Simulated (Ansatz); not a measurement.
# Ca on Ti(0001): change of the work function, part 2 of 3

How does Ca on the fcc site change the work function of Ti(0001) as the layer fills?

Ansatz 0.2.0; plane-wave DFT, PBE, Ansatz PAW.

So far, work function, upper face (eV): step 2 (the clean slab) 4.37.

## Step 3: Adsorbate added, k-mesh 4×4×1, coverage 0.111 ML

System of this step: Ca/Ti(0001). The cell holds 37 atoms: 36 Ti and 1 Ca. Cell: a = 8.850 Å, b = 8.850 Å, c = 27.934 Å, α = 90.0°, β = 90.0°, γ = 60.0°. Vacuum lies along c.

The clean slab as it ended is repeated in the plane and the adsorbate is set on one face; the cell's size fixes the coverage, and the k-mesh shrinks with it to keep the sampling density about even. Adsorbate and upper layers relax, since the dipole depends on the height.

File input.yaml:

```yaml
crystal:
  lattice:
    - [8.8500000001, 0.0, 0.0]
    - [4.425, 7.6643248235, 0.0]
    - [0.0, 0.0, 27.9339690555]
  atoms:
    - { symbol: Ti, position: [0.2222222222, 0.2222222222, 0.3221883715] }
    - { symbol: Ti, position: [0.0, 0.0, 0.4060396851] }
    - { symbol: Ti, position: [0.2222222222, 0.2222222222, 0.4923254474] }
    - { symbol: Ti, position: [0.0, 0.0, 0.5699612055] }
    - { symbol: Ti, position: [0.2222222222, 0.5555555556, 0.3221883715] }
    - { symbol: Ti, position: [0.0, 0.3333333333, 0.4060396851] }
    - { symbol: Ti, position: [0.2222222222, 0.5555555556, 0.4923254474] }
    - { symbol: Ti, position: [0.0, 0.3333333333, 0.5699612055] }
    - { symbol: Ti, position: [0.2222222222, 0.8888888889, 0.3221883715] }
    - { symbol: Ti, position: [0.0, 0.6666666667, 0.4060396851] }
    - { symbol: Ti, position: [0.2222222222, 0.8888888889, 0.4923254474] }
    - { symbol: Ti, position: [0.0, 0.6666666667, 0.5699612055] }
    - { symbol: Ti, position: [0.5555555556, 0.2222222222, 0.3221883715] }
    - { symbol: Ti, position: [0.3333333333, 0.0, 0.4060396851] }
    - { symbol: Ti, position: [0.5555555556, 0.2222222222, 0.4923254474] }
    - { symbol: Ti, position: [0.3333333333, 0.0, 0.5699612055] }
    - { symbol: Ti, position: [0.5555555556, 0.5555555556, 0.3221883715] }
    - { symbol: Ti, position: [0.3333333333, 0.3333333333, 0.4060396851] }
    - { symbol: Ti, position: [0.5555555556, 0.5555555556, 0.4923254474] }
    - { symbol: Ti, position: [0.3333333333, 0.3333333333, 0.5699612055] }
    - { symbol: Ti, position: [0.5555555556, 0.8888888889, 0.3221883715] }
    - { symbol: Ti, position: [0.3333333333, 0.6666666667, 0.4060396851] }
    - { symbol: Ti, position: [0.5555555556, 0.8888888889, 0.4923254474] }
    - { symbol: Ti, position: [0.3333333333, 0.6666666667, 0.5699612055] }
    - { symbol: Ti, position: [0.8888888889, 0.2222222222, 0.3221883715] }
    - { symbol: Ti, position: [0.6666666667, 0.0, 0.4060396851] }
    - { symbol: Ti, position: [0.8888888889, 0.2222222222, 0.4923254474] }
    - { symbol: Ti, position: [0.6666666667, 0.0, 0.5699612055] }
    - { symbol: Ti, position: [0.8888888889, 0.5555555556, 0.3221883715] }
    - { symbol: Ti, position: [0.6666666667, 0.3333333333, 0.4060396851] }
    - { symbol: Ti, position: [0.8888888889, 0.5555555556, 0.4923254474] }
    - { symbol: Ti, position: [0.6666666667, 0.3333333333, 0.5699612055] }
    - { symbol: Ti, position: [0.8888888889, 0.8888888889, 0.3221883715] }
    - { symbol: Ti, position: [0.6666666667, 0.6666666667, 0.4060396851] }
    - { symbol: Ti, position: [0.8888888889, 0.8888888889, 0.4923254474] }
    - { symbol: Ti, position: [0.6666666667, 0.6666666667, 0.5699612055] }
    - { symbol: Ca, position: [0.1111111111, 0.1111111111, 0.6778116285] }
kpoints:
  mp_grid: { grid: [4, 4, 1] }
hamiltonian:
  xc: pbe
scf:
  occupations: { method: fermi_dirac, width: 0.1 }
  convergence: { dr2_threshold: 1.0e-08 }
efield:
  axis: 3
  dipole_correction: true
  ramp_position: 0.97
  ramp_width: 0.06
relax:
  f_tol: 0.02
  max_steps: 60
  constraints:
    - { sites: [0, 1, 4, 5, 8, 9, 12, 13, 16, 17, 20, 21, 24, 25, 28, 29, 32, 33] }
output:
  write_potential: true
  write_density: true
  volumetric_format: npy
```

Started as:

```sh
$ ansatz run input.yaml --threads 4 --pin off --max-ram 16384MiB --backend cpu --events-out ev --progress --plain --runs-dir out
```

Numbers of over 12 decimals in the logs are rounded to 6 here.

Output:

```text
[...]
Crystal: 37 atoms, lattice volume = 1894.741 Å³
Basis set: ecut = 420 eV, 37107 PW (Γ), exchange–correlation on 120×120×384 points (8 copies of the dense FFT grid, shifted against one another)
Bands: 266, of which v1, the nominal top of the filled ones, is band 221 counted from 1 (220 counted from 0)
Symmetry: 6 space group operations
[...]
k-points: 4 of 16 (time reversal used)
[...]
SCF iter   1: F=—  HF=-91789.405352 eV  |F-HF|=—  |Δ(HF+E_count)|=         —  Δρ=6.70e-3  dr2=1.37e1  ethr=1.77e-3  p=0.506 e·Å  D=4.83e-2 V/Å  ΔV_dip=-1.35 eV  dr2_dipole=4.66e0  V_vac-E_F(+/−)=2.76/4.11 eV  ⟨swp⟩=10.5  Hψ=5546  notcnv=0
[...]
SCF iter  11: F=-91789.293961 eV  HF=-91789.293961 eV  |F-HF|=2.76e-9  |Δ(HF+E_count)|=   1.61e-8  Δρ=3.22e-7  dr2=4.80e-9  ethr=2.26e-12  p=0.681 e·Å  D=6.51e-2 V/Å  ΔV_dip=-1.82 eV  dr2_dipole=2.48e-10  V_vac-E_F(+/−)=2.60/4.41 eV  ⟨swp⟩=12.2  Hψ=6559  notcnv=0
SCF 1 converged in 11 iterations: F = -91789.293961 eV  dr2 = 4.80e-9
[...]
relax step   1: F+E_penalty+E_count = -91789.29396114 eV  Δ(F+E_penalty+E_count) = +0.000e0 eV  max|allowed force component| = 9.855e-1 eV/Å  Δτ_max = 0.0000 Å  (11 SCF iters, accepted)
[...]
SCF iter   1: F=—  HF=-91789.587899 eV  |F-HF|=—  |Δ(HF+E_count)|=         —  Δρ=4.09e-3  dr2=1.34e0  ethr=2.69e-4  p=0.681 e·Å  D=6.51e-2 V/Å  ΔV_dip=-1.82 eV  dr2_dipole=6.17e-2  V_vac-E_F(+/−)=2.60/4.42 eV  ⟨swp⟩=2.2  Hψ=3346  notcnv=0
[...]
eigensolver tolerance schedule calibrated: the retry pair's looser diagonalisation under-reported the residual by θ = 0.12 (0.11/decade); ethr = c·dr2/N_el runs at the constant in force after the calibration composes with the one it found (an armed cap, an earlier calibration), c = 8.3e-2
[...]
SCF iter   2: F=—  HF=-91789.517575 eV  |F-HF|=—  |Δ(HF+E_count)|=   7.03e-2  Δρ=1.75e-3  dr2=1.75e-1  ethr=2.53e-4  p=0.677 e·Å  D=6.46e-2 V/Å  ΔV_dip=-1.81 eV  dr2_dipole=4.06e-6  V_vac-E_F(+/−)=2.61/4.42 eV  ⟨swp⟩=2.5  Hψ=1528  notcnv=0
[...]
SCF iter  10: F=-91789.508881 eV  HF=-91789.508881 eV  |F-HF|=2.31e-9  |Δ(HF+E_count)|=   3.72e-8  Δρ=2.19e-7  dr2=1.32e-9  ethr=1.88e-12  p=0.659 e·Å  D=6.29e-2 V/Å  ΔV_dip=-1.76 eV  dr2_dipole=2.24e-11  V_vac-E_F(+/−)=2.66/4.41 eV  ⟨swp⟩=16.5  Hψ=10833  notcnv=0
SCF 2 converged in 10 iterations: F = -91789.508881 eV  dr2 = 1.32e-9
relax step   2: F+E_penalty+E_count = -91789.50888060 eV  Δ(F+E_penalty+E_count) = -2.149e-1 eV  max|allowed force component| = 7.208e-1 eV/Å  Δτ_max = 0.1925 Å  (10 SCF iters, accepted)
SCF iter   1: F=—  HF=-91789.640271 eV  |F-HF|=—  |Δ(HF+E_count)|=         —  Δρ=3.08e-3  dr2=1.82e0  ethr=1.52e-3  p=0.659 e·Å  D=6.29e-2 V/Å  ΔV_dip=-1.76 eV  dr2_dipole=5.05e-1  V_vac-E_F(+/−)=2.67/4.42 eV  ⟨swp⟩=7.2  Hψ=2483  notcnv=0
[...]
SCF iter  10: F=-91789.591253 eV  HF=-91789.591253 eV  |F-HF|=6.20e-9  |Δ(HF+E_count)|=   2.89e-8  Δρ=2.16e-7  dr2=1.87e-9  ethr=2.26e-12  p=0.610 e·Å  D=5.83e-2 V/Å  ΔV_dip=-1.63 eV  dr2_dipole=1.50e-10  V_vac-E_F(+/−)=2.79/4.41 eV  ⟨swp⟩=17.5  Hψ=9725  notcnv=0
SCF 3 converged in 10 iterations: F = -91789.591253 eV  dr2 = 1.87e-9
[...]
relax step   3: F+E_penalty+E_count = -91789.59125345 eV  Δ(F+E_penalty+E_count) = -8.237e-2 eV  max|allowed force component| = 1.531e-1 eV/Å  Δτ_max = 0.1950 Å  (10 SCF iters, accepted)
[...]
relax step   4: F+E_penalty+E_count = -91789.60204450 eV  Δ(F+E_penalty+E_count) = -1.079e-2 eV  max|allowed force component| = 3.537e-2 eV/Å  Δτ_max = 0.0549 Å  (10 SCF iters, accepted)
SCF iter   1: F=—  HF=-91789.602477 eV  |F-HF|=—  |Δ(HF+E_count)|=         —  Δρ=5.30e-4  dr2=4.00e-2  ethr=6.21e-5  p=0.607 e·Å  D=5.80e-2 V/Å  ΔV_dip=-1.62 eV  dr2_dipole=2.11e-3  V_vac-E_F(+/−)=2.79/4.41 eV  ⟨swp⟩=2.0  Hψ=1542  notcnv=0
[...]
SCF iter   8: F=-91789.602823 eV  HF=-91789.602823 eV  |F-HF|=6.65e-9  |Δ(HF+E_count)|=   1.68e-8  Δρ=2.52e-7  dr2=2.33e-9  ethr=2.26e-12  p=0.609 e·Å  D=5.82e-2 V/Å  ΔV_dip=-1.62 eV  dr2_dipole=7.01e-13  V_vac-E_F(+/−)=2.79/4.41 eV  ⟨swp⟩=12.8  Hψ=7803  notcnv=0
SCF 5 converged in 8 iterations: F = -91789.602823 eV  dr2 = 2.33e-9
[...]
relax step   5: F+E_penalty+E_count = -91789.60282312 eV  Δ(F+E_penalty+E_count) = -7.786e-4 eV  max|allowed force component| = 5.610e-3 eV/Å  Δτ_max = 0.0125 Å  (8 SCF iters, accepted)
NSCF: frozen V_eff on 4 k-points
[...]
WARN: The output density's exchange-correlation potential varies sharply where the density is thin. Do not read a vacuum level from v_tot or v_xc, or from such a field of the output density. On a cell that repeats whose density bears no net charge and no dipole along the vacuum's axis use v_es (v_loc + v_h of the components); under efield.dipole_correction with no amplitude use v_es + v_field, which holds any externa [...]
SCF converged after 8 iterations
Free energy (F): -91789.602823 eV
[...]
Internal energy: -91787.381249 eV  (E = F + TS)
E sigma→0 (E₀):  -91788.492036 eV
Entropy (-TS):   -2.221574 eV (-60.043 meV/atom)
Fermi energy:    2.284088 eV
Dipole field:    D = 0.058168 V/Å  (p = 0.609073 e·Å, saw-weighted, corrected)
Work function:   Φ+ = 2.7898 eV   Φ− = 4.4146 eV
[...]
--- Forces (eV/Å), atoms counted from 1 ---
  atom   1  Ti    -0.01846128    -0.01065863     0.56531304
  atom   2  Ti    -0.02444472    -0.01411317    -0.67055746
  atom   3  Ti    -0.00321230    -0.00185462    -0.00177171
  atom   4  Ti    -0.00311669    -0.00179942     0.00351949
  atom   5  Ti    -0.00588031     0.00339500     0.61611247
  atom   6  Ti    -0.00000000     0.02822633    -0.67055746
  atom   7  Ti     0.00197249    -0.00113882     0.00247632
  atom   8  Ti    -0.00000000     0.00359885     0.00351949
  atom   9  Ti    -0.00000000     0.02131726     0.56531304
  atom  10  Ti     0.05902984    -0.03408089    -0.51393995
  atom  11  Ti    -0.00000000     0.00370924    -0.00177171
  atom  12  Ti    -0.00485854     0.00280508     0.00157113
  atom  13  Ti     0.00000000    -0.00679000     0.61611247
  atom  14  Ti     0.02444472    -0.01411317    -0.67055746
  atom  15  Ti    -0.00000000     0.00227763     0.00247632
  atom  16  Ti     0.00311669    -0.00179942     0.00351949
  atom  17  Ti     0.00588031     0.00339500     0.61611247
  atom  18  Ti     0.06569992     0.03793186    -0.58338398
  atom  19  Ti    -0.00197249    -0.00113882     0.00247632
  atom  20  Ti    -0.00162237    -0.00093668    -0.00357009
  atom  21  Ti    -0.01197235     0.00691224     0.58695476
  atom  22  Ti     0.00000000    -0.07586373    -0.58338398
  atom  23  Ti    -0.00115094     0.00066449    -0.00167801
  atom  24  Ti    -0.00000000     0.00187335    -0.00357009
  atom  25  Ti     0.01846128    -0.01065863     0.56531304
  atom  26  Ti    -0.00000000     0.06816178    -0.51393995
  atom  27  Ti     0.00321230    -0.00185462    -0.00177171
  atom  28  Ti     0.00000000    -0.00561016     0.00157113
  atom  29  Ti     0.00000000    -0.01382447     0.58695476
  atom  30  Ti    -0.06569992     0.03793186    -0.58338398
  atom  31  Ti     0.00000000    -0.00132899    -0.00167801
  atom  32  Ti     0.00162237    -0.00093668    -0.00357009
  atom  33  Ti     0.01197235     0.00691224     0.58695476
  atom  34  Ti    -0.05902984    -0.03408089    -0.51393995
  atom  35  Ti     0.00115094     0.00066449    -0.00167801
  atom  36  Ti     0.00485854     0.00280508     0.00157113
  atom  37  Ca     0.00000000    -0.00000000    -0.00315509
  max |Σ_I F_I| component: 1.70e-5 eV/Å
--- Band table (eV) ---
  k-point 0: bands = [... 217 lower, 2.2628, 2.2684, 2.2684, 2.3255, 2.3466, 2.3466, 2.3547, 2.3547, ... 41 higher]
  k-point 1: bands = [... 217 lower, 2.1960, 2.2148, 2.2331, 2.2477, 2.2895, 2.3362, 2.3500, 2.3648, ... 41 higher]
  k-point 2: bands = [... 217 lower, 2.1930, 2.2121, 2.2882, 2.2894, 2.3013, 2.3042, 2.3668, 2.3851, ... 41 higher]
  k-point 3: bands = [... 217 lower, 2.1770, 2.2000, 2.2720, 2.2862, 2.2958, 2.3208, 2.3512, 2.3666, ... 41 higher]
--- Relaxed structure (5 steps of the walk, 5 accepted, 0 SCFs on fresh bases) ---
  F+E_penalty+E_count = -91789.60282312 eV   max|allowed force component| = 5.610e-3 eV/Å
  atoms:
    - { symbol: Ti, position: [0.222222, 0.222222, 0.322188] }
    - { symbol: Ti, position: [1.1111101403313757e-11, 1.1111101403313758e-11, 0.406040] }
    - { symbol: Ti, position: [0.224020, 0.224020, 0.489728] }
    - { symbol: Ti, position: [0.00190012, 0.00190012, 0.566487] }
    - { symbol: Ti, position: [0.222222, 0.555556, 0.322188] }
    - { symbol: Ti, position: [1.1111112030448567e-11, 0.333333, 0.406040] }
    - { symbol: Ti, position: [0.220888, 0.556223, 0.494314] }
    - { symbol: Ti, position: [0.00190012, 0.329533, 0.566487] }
    - { symbol: Ti, position: [0.222222, 0.888889, 0.322188] }
    - { symbol: Ti, position: [-2.2222279572048365e-11, 0.666667, 0.406040] }
    - { symbol: Ti, position: [0.224020, 0.885293, 0.489728] }
    - { symbol: Ti, position: [-0.0025728, 0.667953, 0.572704] }
    - { symbol: Ti, position: [0.555556, 0.222222, 0.322188] }
    - { symbol: Ti, position: [0.333333, 1.1111101403313755e-11, 0.406040] }
    - { symbol: Ti, position: [0.556223, 0.220888, 0.494314] }
    - { symbol: Ti, position: [0.329533, 0.00190012, 0.566487] }
    - { symbol: Ti, position: [0.555556, 0.555556, 0.322188] }
    - { symbol: Ti, position: [0.333333, 0.333333, 0.406040] }
    - { symbol: Ti, position: [0.556223, 0.556223, 0.494314] }
    - { symbol: Ti, position: [0.328428, 0.328428, 0.572174] }
    - { symbol: Ti, position: [0.555556, 0.888889, 0.322188] }
    - { symbol: Ti, position: [0.333333, 0.666667, 0.406040] }
    - { symbol: Ti, position: [0.560818, 0.886258, 0.491751] }
    - { symbol: Ti, position: [0.328428, 0.676477, 0.572174] }
    - { symbol: Ti, position: [0.888889, 0.222222, 0.322188] }
    - { symbol: Ti, position: [0.666667, -2.222223468803194e-11, 0.406040] }
    - { symbol: Ti, position: [0.885293, 0.224020, 0.489728] }
    - { symbol: Ti, position: [0.667953, -0.0025728, 0.572704] }
    - { symbol: Ti, position: [0.888889, 0.555556, 0.322188] }
    - { symbol: Ti, position: [0.666667, 0.333333, 0.406040] }
    - { symbol: Ti, position: [0.886258, 0.560818, 0.491751] }
    - { symbol: Ti, position: [0.676477, 0.328428, 0.572174] }
    - { symbol: Ti, position: [0.888889, 0.888889, 0.322188] }
    - { symbol: Ti, position: [0.666667, 0.666667, 0.406040] }
    - { symbol: Ti, position: [0.886258, 0.886258, 0.491751] }
    - { symbol: Ti, position: [0.667953, 0.667953, 0.572704] }
    - { symbol: Ca, position: [0.111111, 0.111111, 0.662424] }
```

Wall time 12 min (4 threads of Arm Neoverse V1, shared host); peak memory 8.2 GiB.

Relaxation path:

| step | energy less that of the first step (eV) | largest force component (eV/Å) |
| --- | --- | --- |
| 1 | 0.0000 | 0.9855 |
| 2 | -0.2149 | 0.7208 |
| 3 | -0.2973 | 0.1531 |
| 4 | -0.3081 | 0.0354 |
| 5 | -0.3089 | 0.0056 |

The run keeps the 6 symmetry operations that it works with, so distortions that break them were not tested.

The atoms that moved most (Å):

| atom | dx | dy | dz | length |
| --- | --- | --- | --- | --- |
| Ca37 | 0.000 | 0.000 | -0.430 | 0.430 |
| Ti8 | 0.000 | -0.029 | -0.097 | 0.101 |
| Ti16 | -0.025 | 0.015 | -0.097 | 0.101 |
| Ti4 | 0.025 | 0.015 | -0.097 | 0.101 |
| Ti32 | 0.065 | -0.038 | 0.062 | 0.097 |
| Ti20 | -0.065 | -0.038 | 0.062 | 0.097 |
| Ti24 | 0.000 | 0.075 | 0.062 | 0.097 |
| Ti12 | -0.017 | 0.010 | 0.077 | 0.079 |

The relaxed structure:

```
Ti Ca
1.0
     8.85000    0.00000    0.00000
     4.42500    7.66432    0.00000
     0.00000    0.00000   27.93397
Ti Ca
36 1
Direct
  0.22222 0.22222 0.32219
  0.00000 0.00000 0.40604
  0.22402 0.22402 0.48973
  0.00190 0.00190 0.56649
  0.22222 0.55556 0.32219
  0.00000 0.33333 0.40604
  0.22089 0.55622 0.49431
  0.00190 0.32953 0.56649
  0.22222 0.88889 0.32219
  0.00000 0.66667 0.40604
  0.22402 0.88529 0.48973
  0.99743 0.66795 0.57270
  0.55556 0.22222 0.32219
  0.33333 0.00000 0.40604
  0.55622 0.22089 0.49431
  0.32953 0.00190 0.56649
  0.55556 0.55556 0.32219
  0.33333 0.33333 0.40604
  0.55622 0.55622 0.49431
  0.32843 0.32843 0.57217
  0.55556 0.88889 0.32219
  0.33333 0.66667 0.40604
  0.56082 0.88626 0.49175
  0.32843 0.67648 0.57217
  0.88889 0.22222 0.32219
  0.66667 0.00000 0.40604
  0.88529 0.22402 0.48973
  0.66795 0.99743 0.57270
  0.88889 0.55556 0.32219
  0.66667 0.33333 0.40604
  0.88626 0.56082 0.49175
  0.67648 0.32843 0.57217
  0.88889 0.88889 0.32219
  0.66667 0.66667 0.40604
  0.88626 0.88626 0.49175
  0.66795 0.66795 0.57270
  0.11111 0.11111 0.66242
```

This step gave:

```
energy at zero smearing        : -91788.4920 eV
work function, upper face      : 2.790 eV
work function, lower face      : 4.415 eV
dipole along the normal        : 0.6091 e·Å
step between the vacuum levels : -1.625 eV
```

Running mean over 2.342 Å of the planar mean; the ramp of the sawtooth is left out. Electron's electrostatic potential energy less the Fermi level against z:

| z (Å) | electron's electrostatic potential energy less the Fermi level (eV) |
| --- | --- |
| 4 | 4.41 |
| 5 | 4.40 |
| 6 | 4.23 |
| 7 | 2.89 |
| 8 | -3.14 |
| 9 | -6.74 |
| 10 | -6.59 |
| 11 | -6.58 |
| 12 | -6.42 |
| 13 | -6.37 |
| 14 | -6.90 |
| 15 | -7.50 |
| 16 | -6.72 |
| 17 | -3.03 |
| 18 | 1.42 |
| 19 | 1.92 |
| 20 | 2.45 |
| 21 | 2.74 |
| 22 | 2.78 |
| 23 | 2.79 |
| 24 | 2.79 |

The relaxation took 5 steps and lowered the energy by 0.31 eV; the largest force on the free atoms ends at 0.0056 eV/Å.

The covered face has 2.79 eV, -1.58 eV against the clean one; the bare back face has moved by -0.01 eV, a measure of how thin the slab is.

[end of part 2 of 3]

[Logs are printed without paths, hosts, clocks, repeated set-up lines and the standing remarks that a program may print on its own settings, such as how far it seeks lower states.]

[Hosts, paths, dates, database ids (printed as entryN), source tags and the programs' standing remarks are cut or masked in the printed files.]

[Maps of the electrostatic potential energy from Ansatz leave out the sawtooth potential of an applied field or a dipole correction, so their vacuum need not be flat; planar profiles and work functions include it.]
